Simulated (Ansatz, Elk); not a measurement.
# Bonding as seen by X-rays: CsAl3P

Structure refinements treat a crystal as free atoms side by side. For a made-up structure of CsAl3P (cell and positions from a PBEsol relaxation) the runs below show what the calculated density changes in F(hkl).

Main program and level: Elk 11.2.3 (patched build); DFT, PBE, all-electron APW+lo, Dirac cores, scalar-relativistic bands, static density, no spin.

The structure was built from a prototype and need not be the compound's stable phase.

## 1. Set-up

The structure is cubic, space group Pm-3m (No. 221). Conventional cell: a = 5.058 Å, b = 5.058 Å, c = 5.058 Å, α = 90.00°, β = 90.00°, γ = 90.00°. Cs has 12 Al at 3.58 Å and 8 P at 4.38 Å nearest. P has 6 Al at 2.53 Å and 8 Cs at 4.38 Å nearest. Nearest to Al lie 2 P at 2.53 Å and 8 Al at 3.58 Å and 4 Cs at 3.58 Å. Farther neighbours are not listed.

As a file:

```cif
data_structure
_symmetry_space_group_name_H-M 'Pm-3m'
_symmetry_Int_Tables_number 221
_cell_length_a 5.0583
_cell_length_b 5.0583
_cell_length_c 5.0583
_cell_angle_alpha 90.000
_cell_angle_beta 90.000
_cell_angle_gamma 90.000
_cell_volume 129.42
loop_
_atom_site_label
_atom_site_type_symbol
_atom_site_symmetry_multiplicity
_atom_site_Wyckoff_symbol
_atom_site_fract_x
_atom_site_fract_y
_atom_site_fract_z
_atom_site_occupancy
Cs1 Cs 1 a 0.00000 0.00000 0.00000 1
P1 P 1 b 0.50000 0.50000 0.50000 1
Al1 Al 3 c 0.50000 0.50000 0.00000 1
```

## 2. Ground state and structure factors

An all-electron density is needed, since X-rays see the cores too. Task 0 finds the density and task 195 Fourier-transforms it; tshift is off so that phases refer to the origin typed.

The input, elk.in:

```
tasks
  0
  195

xctype
  20

spinpol
  .false.

rgkmax
  7.0

gmaxvr
  14.0

lmaxo
  7

lmaxapw
  8

swidth
  0.002

tshift
  .false.

ramdisk
  .false.

hmaxvr
  5.5

maxscl
  120

epspot
  1e-06

sppath
  './'

avec
  9.55877426663 0.00000000000 0.00000000000
  0.00000000000 9.55877426663 0.00000000000
  0.00000000000 0.00000000000 9.55877426663

atoms
  3
  'Cs.in'
  1
  0.0000000000 0.0000000000 -0.0000000000   0.000000 0.000000 0.000000
  'P.in'
  1
  0.5000000000 0.5000000000 0.5000000000   0.000000 0.000000 0.000000
  'Al.in'
  3
  0.5000000000 0.5000000000 0.0000000000   0.000000 0.000000 0.000000
  0.5000000000 0.0000000000 0.5000000000   0.000000 0.000000 0.000000
  -0.0000000000 0.5000000000 0.5000000000   0.000000 0.000000 0.000000

ngridk
  5 5 5
```

Launch:

```bash
$ OMP_NUM_THREADS=4 elk
```

Numbers of over 12 decimals in the logs are rounded to 6 here.

The program printed:

```text
┌─────────────────────────┐
│ Elk code version 11.2.3 │
└─────────────────────────┘

All units are atomic (Hartree, Bohr, etc.)

┌─────────────────────────────────────────────────┐
│ Ground-state run starting from atomic densities │
└─────────────────────────────────────────────────┘

Lattice vectors :
   9.558774267       0.000000000       0.000000000
   0.000000000       9.558774267       0.000000000
   0.000000000       0.000000000       9.558774267

Reciprocal lattice vectors :
  0.6573212351       0.000000000       0.000000000
   0.000000000      0.6573212351       0.000000000
   0.000000000       0.000000000      0.6573212351

Unit cell volume      :    873.3867865
Brillouin zone volume :   0.2840095789

Muffin-tin inner radius fraction :   0.1000000000E-01

Nuclei treated as point charges

Species : 1 (Cs)
 parameters loaded from : Cs.in
 name : caesium
 nuclear charge    :   -55.00000000
 electronic charge :    55.00000000
 atomic mass :    242271.8146
 muffin-tin radius :    2.800000000
 number of radial points in muffin-tin :   1393
 inner part over the whole radius :   0.9975634425E-02
 number on inner part of muffin-tin    :    996
 approximate nuclear radius :   0.9115647269E-04
 number of mesh points to nuclear radius :    503
 atomic positions (lattice), magnetic fields (Cartesian) :
  1 :   0.00000000  0.00000000  0.00000000    0.00000000  0.00000000  0.00000000

Species : 2 (P)
 parameters loaded from : P.in
 name : phosphorus
 nuclear charge    :   -15.00000000
 electronic charge :    15.00000000
 atomic mass :    56461.71230
 muffin-tin radius :    2.200000000
 number of radial points in muffin-tin :    793
 inner part over the whole radius :   0.9987340520E-02
 number on inner part of muffin-tin    :    554
 approximate nuclear radius :   0.6081821256E-04
 number of mesh points to nuclear radius :    248
 atomic positions (lattice), magnetic fields (Cartesian) :
  1 :   0.50000000  0.50000000  0.50000000    0.00000000  0.00000000  0.00000000

Species : 3 (Al)
 parameters loaded from : Al.in
 name : aluminium
 nuclear charge    :   -13.00000000
 electronic charge :    13.00000000
 atomic mass :    49184.33496
 muffin-tin radius :    2.200000000
 number of radial points in muffin-tin :    793
 inner part over the whole radius :   0.9821194981E-02
 number on inner part of muffin-tin    :    552
 approximate nuclear radius :   0.5839653600E-04
 number of mesh points to nuclear radius :    244
 atomic positions (lattice), magnetic fields (Cartesian) :
  1 :   0.50000000  0.50000000  0.00000000    0.00000000  0.00000000  0.00000000
  2 :   0.50000000  0.00000000  0.50000000    0.00000000  0.00000000  0.00000000
  3 :   0.00000000  0.50000000  0.50000000    0.00000000  0.00000000  0.00000000

Total number of atoms per unit cell :    5
Total muffin-tin volume :    270.3612750
 ratio of muffin-tin to unit cell volume :   0.3095550324

Spin treatment :
 spin-unpolarised

Number of Bravais lattice symmetries :   48
Number of crystal symmetries         :   48
Crystal has inversion symmetry
Real symmetric eigensolver will be used

k-point grid :      5     5     5
k-point offset :    0.000000000       0.000000000       0.000000000
k-point set is reduced with full crystal symmetry group
Total number of k-points :       10

Muffin-tin radius times maximum |G+k| :    7.000000000
 using average radius
Maximum |G+k| for APW functions       :    3.017241379
Maximum (1/2)|G+k|²                   :    4.551872771
Maximum |G| for potential and density :    14.00000000
Constant for pseudocharge density :   10
 order of it for each species :   17  17  17
 order of it for pair densities of each species (exact exchange by exxq0 0: 18) :   14   8   8
Radial integration step length :    1

G-vector grid sizes :     45    45    45
Number of G-vectors :    40483

Maximum angular momentum used for
 APW functions            :    8
 outer part of muffin-tin :    7
 inner part of muffin-tin :    2

Total nuclear charge    :   -109.0000000
[...]
electron entropic           :    -0.14175674980003E-02
 total energy                :     -8862.8831951287

Density of states at Fermi energy :    109.0057284
 (states/Hartree/unit cell)

Estimated indirect band gap :   0.1953754710E-02
 from k-point 7 to k-point 6
Estimated direct band gap   :   0.2103157613E-02
 at k-point 7

Charges :
 core                        :    58.00000000
 valence                     :    51.00000000
 interstitial                :    9.200527589
 muffin-tins (core leakage)
  species : 1 (Cs)
   atom 1                    :    52.98473446     (  0.1227732365E-04)
  species : 2 (P)
[...]
species : 3 (Al)
[...]
total in muffin-tins        :    99.79947241
 total calculated charge     :    108.9979646
 total charge                :    109.0000000
 error                       :   0.2035355981E-02

RMS change in Kohn-Sham potential (target) :   0.4920123861     (  0.1000000000E-05)
Absolute change in total energy (target)   :    1.159886290     (  0.1000000000E-03)

[... loops 3 to 14 left out ...]

┌──────────────────┐
│ Loop number : 15 │
└──────────────────┘

Energies :
 Fermi                       :     0.203377
 sum of occupied eigenvalues :     -5360.0811898155
 electron kinetic            :      9368.6694756001
 core electron kinetic       :      8934.4158149331
 Coulomb                     :     -17957.706465391
 Coulomb potential           :     -14375.122478038
 nuclear-nuclear             :     -794.28886789032
 electron-nuclear            :     -19962.458931693
 Hartree                     :      2799.0413341926
 Madelung                    :     -10770.145226372
 xc potential                :     -353.62818737800
 exchange                    :     -266.62238515224
 correlation                 :     -5.088001
 electron entropic           :    -0.15646605286115E-02
 total energy                :     -8860.7489402404

Density of states at Fermi energy :    127.2747975
 (states/Hartree/unit cell)

Estimated indirect band gap :   0.2001888004E-02
 from k-point 3 to k-point 7
Estimated direct band gap   :   0.5362690700E-02
 at k-point 6

Charges :
 core                        :    58.00000000
 valence                     :    51.00000000
 interstitial                :    9.218248131
 muffin-tins (core leakage)
  species : 1 (Cs)
[...]
species : 2 (P)
[...]
species : 3 (Al)
[...]
total in muffin-tins        :    99.78175187
 total calculated charge     :    108.9980333
 total charge                :    109.0000000
 error                       :   0.1966669148E-02

RMS change in Kohn-Sham potential (target) :   0.3018583287E-07 (  0.1000000000E-05)
Absolute change in total energy (target)   :   0.3486092101E-04 (  0.1000000000E-03)

Convergence targets achieved

┌──────────────────┐
│ Loop number : 16 │
└──────────────────┘

Energies :
 Fermi                       :     0.203377
 sum of occupied eigenvalues :     -5360.0811884600
 electron kinetic            :      9368.6694755485
 core electron kinetic       :      8934.4158150965
 Coulomb                     :     -17957.706465319
 Coulomb potential           :     -14375.122477904
 nuclear-nuclear             :     -794.28886789032
 electron-nuclear            :     -19962.458931484
 Hartree                     :      2799.0413340554
 Madelung                    :     -10770.145226366
 xc potential                :     -353.62818610429
 exchange                    :     -266.62238515808
 correlation                 :     -5.088001
 electron entropic           :    -0.15646606064541E-02
 total energy                :     -8860.7489402259

Density of states at Fermi energy :    127.2748052
 (states/Hartree/unit cell)

Estimated indirect band gap :   0.2001887420E-02
 from k-point 3 to k-point 7
Estimated direct band gap   :   0.5362690565E-02
 at k-point 6

Charges :
 core                        :    58.00000000
 valence                     :    51.00000000
 interstitial                :    9.218248105
 muffin-tins (core leakage)
  species : 1 (Cs)
[...]
species : 2 (P)
[...]
species : 3 (Al)
   atom 1                    :    11.12123643     (  0.4622205151E-03)
   atom 2                    :    11.12123643     (  0.4622205151E-03)
   atom 3                    :    11.12123643     (  0.4622205151E-03)
 total in muffin-tins        :    99.78175189
 total calculated charge     :    108.9980333
 total charge                :    109.0000000
 error                       :   0.1966669165E-02

┌──────────────────────────────┐
│ Self-consistent loop stopped │
└──────────────────────────────┘

Warning : core states of species 2 leak from the muffin-tin :   0.3075934926E-03

Warning : core states of species 3 leak from the muffin-tin :   0.4622205151E-03

Wrote STATE.OUT
```

Wall time 43 s (4 threads of Intel Xeon Platinum 8375C at 2.90GHz (Ice Lake), shared host); peak memory 0.23 GiB; 76 s of CPU time.

SFACRHO.OUT:

```text

h k l indices transformed by vhmat matrix:
   1.000000000       0.000000000       0.000000000    
   0.000000000       1.000000000       0.000000000    
   0.000000000       0.000000000       1.000000000    

      h      k      l  multipl.   |H|            Re(F)            Im(F)           |F|

      0      0      0      1   0.0000000       109.00000      0.32363653E-15   109.00000    
      0      0      1      6  0.65732124       26.132467      0.34238115E-14   26.132467    
      0     -1      1     12  0.92959261       49.725499      0.15989761E-14   49.725499    
     -1     -1     -1      8   1.1385138       63.557700      0.28405462E-14   63.557700    
      0      0     -2      6   1.3146425       81.952203      0.68355239E-14   81.952203    
     -1     -2      0     24   1.4698150       23.927626     -0.56728629E-14   23.927626    
     -2      1      1     24   1.6101016       42.050536     -0.33721605E-14   42.050536    
     -2      2      0     12   1.8591852       72.052614     -0.29129381E-14   72.052614    
     -2      1     -2     24   1.9719637       21.677997     -0.11155544E-14   21.677997    
     -3      0      0      6   1.9719637       21.461991     -0.91609763E-14   21.461991    
      0      3     -1     24   2.0786323       38.010717     -0.21559945E-14   38.010717    
      3     -1      1     24   2.1800879       50.910344     -0.18536765E-14   50.910344    
      2      2      2      8   2.2770276       65.993142     -0.16883855E-13   65.993142    
      0      3     -2     24   2.3700054       19.975080      0.63781192E-14   19.975080    
     -3      1      2     48   2.4594709       35.253083      0.48104375E-14   35.253083    
      4      0      0      6   2.6292849       61.498026     -0.10395348E-13   61.498026    
     -1      0      4     24   2.7102049       18.754489      0.13274602E-14   18.754489    
      2     -3     -2     24   2.7102049       18.817406     -0.88456184E-14   18.817406
```

Elk indexes on the primitive cell of elk.in and gives |H| = 4π sin θ/λ in inverse bohr. Below, one row stands for each form hkl of the conventional cell (m members, Friedel mates merged), F is for one primitive cell and the density is static (no thermal factor). Free-atom factors are Waasmaier and Kirfel's, and R is Σm||F|−|F'||/Σm|F|.

```tsv
hkl	m	sin θ/λ (Å⁻¹)	abs F, DFT	neutral atoms	diff.
100	6	0.099	26.133	26.237	-0.104
110	12	0.140	49.725	49.640	+0.085
111	8	0.171	63.558	63.743	-0.185
200	6	0.198	81.952	82.012	-0.060
210	24	0.221	23.928	23.786	+0.142
211	24	0.242	42.050	42.090	-0.039
220	12	0.280	72.053	72.188	-0.136
221	24	0.296	21.678	21.525	+0.153
300	6	0.296	21.462	21.525	-0.063
310	24	0.313	38.011	37.963	+0.047
311	24	0.328	50.910	50.909	+0.001
222	8	0.342	65.993	66.104	-0.111
320	24	0.356	19.975	19.945	+0.030
321	48	0.370	35.253	35.283	-0.030
```

## 3. The highest occupied states alone

An energy window below the Fermi level keeps the highest occupied states, to see at which angles they scatter; shallow core shells can lie inside it and anion s states outside. No new self-consistency is needed.

elk.in: that of step 2 with these lines changed.

```diff
@@ -1,3 +1,2 @@
 tasks
-  0
   195
@@ -40,2 +39,5 @@
 
+wsfac
+  -0.237620 0.503380
+
 sppath
```

Launch:

```bash
$ OMP_NUM_THREADS=4 elk
```

The program printed:

```text
┌─────────────────────────────────┐
│ Elk code version 11.2.3 started │
└─────────────────────────────────┘

Info(readinput): the functional depends on the density's gradient
 muffin-tin radial points multiplied by    2.00000
 (not where nrmtscf is given)

┌────────────────────┐
│ Current task : 195 │
└────────────────────┘

Info(sfacrho): density structure factors written to SFACRHO.OUT

 Energy window :  -0.2376200000      0.5033800000

┌──────────────────┐
│ Elk code stopped │
└──────────────────┘
```

Wall time 18 s (4 threads); peak memory 0.16 GiB.

States within 12 eV below the Fermi level hold 20.47 electrons; any levels below the window count with the cores, and a count that is not whole means the window cuts a band. Their amplitudes can exceed the total, where window and core parts have opposite phase:

```tsv
hkl	sin θ/λ (Å⁻¹)	abs F, window	abs F, all
100	0.099	0.491	26.133
110	0.140	4.177	49.725
111	0.171	1.544	63.558
200	0.198	2.707	81.952
210	0.221	0.211	23.928
211	0.242	0.790	42.050
220	0.280	0.170	72.053
221	0.296	0.039	21.678
300	0.296	0.159	21.462
310	0.313	0.101	38.011
```

## 4. Another functional

The difference from free atoms is small, so it is set against the change that PBEsol makes.

elk.in: that of step 3 with these lines changed.

```diff
@@ -1,2 +1,3 @@
 tasks
+  0
   195
@@ -4,3 +5,3 @@
 xctype
-  20
+  22
 
@@ -39,5 +40,2 @@
 
-wsfac
-  -0.237620 0.503380
-
 sppath
```

Launch:

```bash
$ OMP_NUM_THREADS=4 elk
```

The program printed:

```text
┌─────────────────────────┐
│ Elk code version 11.2.3 │
└─────────────────────────┘

All units are atomic (Hartree, Bohr, etc.)

┌─────────────────────────────────────────────────┐
│ Ground-state run starting from atomic densities │
└─────────────────────────────────────────────────┘

Lattice vectors :
   9.558774267       0.000000000       0.000000000
   0.000000000       9.558774267       0.000000000
   0.000000000       0.000000000       9.558774267

Reciprocal lattice vectors :
  0.6573212351       0.000000000       0.000000000
[...]
species : 3 (Al)
[...]
atom 2                    :    11.11679318     (  0.4710437610E-03)
   atom 3                    :    11.11679318     (  0.4710437610E-03)
 total in muffin-tins        :    99.75302560
 total calculated charge     :    108.9980046
 total charge                :    109.0000000
 error                       :   0.1995409258E-02

┌──────────────────────────────┐
│ Self-consistent loop stopped │
└──────────────────────────────┘

Warning : core states of species 2 leak from the muffin-tin :   0.3109263332E-03

Warning : core states of species 3 leak from the muffin-tin :   0.4710437610E-03

Wrote STATE.OUT
[key lines of the parts left out:]
total energy                :     -8855.6269148810
```

The job ended after 42 s (4 threads; peak memory 0.23 GiB).

Against the first run R = 0.03 %; the largest change is -0.029 at 200.

## 5. Basis size

The basis and the expansions that go with it are enlarged, to see whether the differences are converged.

elk.in: that of step 4 with these lines changed.

```diff
@@ -5,3 +5,3 @@
 xctype
-  22
+  20
 
@@ -11,12 +11,12 @@
 rgkmax
-  7.0
+  8.5
 
 gmaxvr
-  14.0
+  18.0
 
 lmaxo
-  7
+  9
 
 lmaxapw
-  8
+  10
```

Launch:

```bash
$ OMP_NUM_THREADS=4 elk
```

The program printed:

```text
┌─────────────────────────┐
│ Elk code version 11.2.3 │
└─────────────────────────┘

All units are atomic (Hartree, Bohr, etc.)

┌─────────────────────────────────────────────────┐
│ Ground-state run starting from atomic densities │
└─────────────────────────────────────────────────┘

Lattice vectors :
   9.558774267       0.000000000       0.000000000
   0.000000000       9.558774267       0.000000000
   0.000000000       0.000000000       9.558774267

Reciprocal lattice vectors :
  0.6573212351       0.000000000       0.000000000
[...]
species : 3 (Al)
[...]
atom 2                    :    11.12184120     (  0.4621142390E-03)
   atom 3                    :    11.12184120     (  0.4621142390E-03)
 total in muffin-tins        :    99.78613063
 total calculated charge     :    108.9983145
 total charge                :    109.0000000
 error                       :   0.1685508830E-02

┌──────────────────────────────┐
│ Self-consistent loop stopped │
└──────────────────────────────┘

Warning : core states of species 2 leak from the muffin-tin :   0.3076985479E-03

Warning : core states of species 3 leak from the muffin-tin :   0.4621142390E-03

Wrote STATE.OUT
[key lines of the parts left out:]
total energy                :     -8860.7514534907
```

Run time: 85 s. Hardware: 4 threads; peak memory 0.45 GiB.

Against the first run R = 0.00 %; the largest change is -0.003 at 422.

## 6. Settings against the effect

```tsv
run	R against the first run (%)	R against neutral atoms, low angle (%)	wall time
PBE, rgkmax 7	0.00	0.28	43 s
PBEsol	0.03	0.29	42 s
rgkmax 8.5 with larger expansions	0.00	0.28	85 s
```

## 7. Summary of results

* R against neutral atoms, sin θ/λ < 0.3 Å⁻¹: 0.28 %
* R against neutral atoms, 0.3 to 0.83 Å⁻¹: 0.10 %

Independent neutral atoms miss the calculated amplitudes by R = 0.28 % below 0.3 Å⁻¹ and 0.10 % from there to 0.83 Å⁻¹; by shells, 0.22 % below 0.15 Å⁻¹ (2 forms), 0.29 % 0.15 to 0.3 (7 forms), 0.08 % 0.3 to 0.45 (12 forms), 0.11 % above 0.45 (70 forms). Bonding, aspherical density and the tables' own atoms all enter these figures, and the runs don't part them. The largest change of an amplitude is -0.18 electrons, at 111. The window's part falls from 20.5 electrons at the origin to at most 0.42 between 0.45 and 0.83 Å⁻¹. The window holds more than the 15 outer electrons of the free atoms, so shallow core shells lie inside it. Below 0.3 Å⁻¹ the changes that finished (PBEsol and rgkmax 8.5 with larger expansions) move F by R = 0.02 % at most, against the 0.28 % that separates it from free atoms. The k-mesh has no finished test. Part of the difference isn't bonding: the tables are fits to free atoms and ions calculated by other methods than this functional. Thermal motion, anomalous dispersion and extinction are left out.

[Logs are printed without paths, hosts, clocks, repeated set-up lines and the standing remarks that a program may print on its own settings, such as how far it seeks lower states.]

[Hosts, paths, dates, database ids (printed as entryN), source tags and the programs' standing remarks are cut or masked in the printed files.]
